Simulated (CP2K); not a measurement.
Consider acetamide at its PBE geometry (Å).

```xyz
9

C    -1.0648   -0.1888   -0.2609
C     0.1736    0.0480    0.5872
N     1.3406    0.2465   -0.1067
O     0.1431    0.0627    1.8201
H    -1.4568   -1.1893   -0.0380
H    -0.8860   -0.1069   -1.3402
H    -1.8330    0.5371    0.0327
H     2.1954    0.3804    0.4226
H     1.3880    0.2103   -1.1168
```

Method: CP2K XAS_TDP, all-electron GAPW, PBEh(45%), aug-cc-pVDZ, TDA, no relativity.

**Question.** Where do the C K-edge lines lie, and how strong are they?

Leading lines: C1 283.82 eV and C2 283.34 eV. The leading line of an atom is its first one with 35 % of the strongest within 2.5 eV of its lowest line over the strength cut. 

The first six lines of each atom with a strength over 0.0015:

```
                     atom  energy (eV)  states  strength, one atom
 C1 (bonded to C and 3 H)       283.82       2              0.0099
                                284.64       1              0.0195
                                285.15       1              0.0055
                                285.26       1              0.0161
                                285.63       1              0.0061
                                286.23       1              0.0044
C2 (bonded to C, N and O)       283.34       1              0.0757
                                287.99       1              0.0023
                                288.69       1              0.0084
                                289.04       1              0.0042
                                290.12       1              0.0050
                                290.18       1              0.0029
```

Lines are vertical, at one geometry, with no vibrational structure. Without a correction of the core level, line positions, and the gaps between valence and Rydberg lines, follow the share of exact exchange. At this level such K lines come out 3 to 6 eV under measured ones. These values hold no scalar relativity, about 0.1 eV for C 1s. Rydberg lines, and the discretised continuum above threshold, depend on the basis and the box.

[Banner, clock and machine lines of the logs are left out without a mark of their own.]

[Logs are printed without paths, hosts, clocks, repeated set-up lines and the standing remarks that a program may print on its own settings, such as how far it seeks lower states.]

[Hosts, paths, dates, database ids (printed as entryN), source tags and the programs' standing remarks are cut or masked in the printed files.]
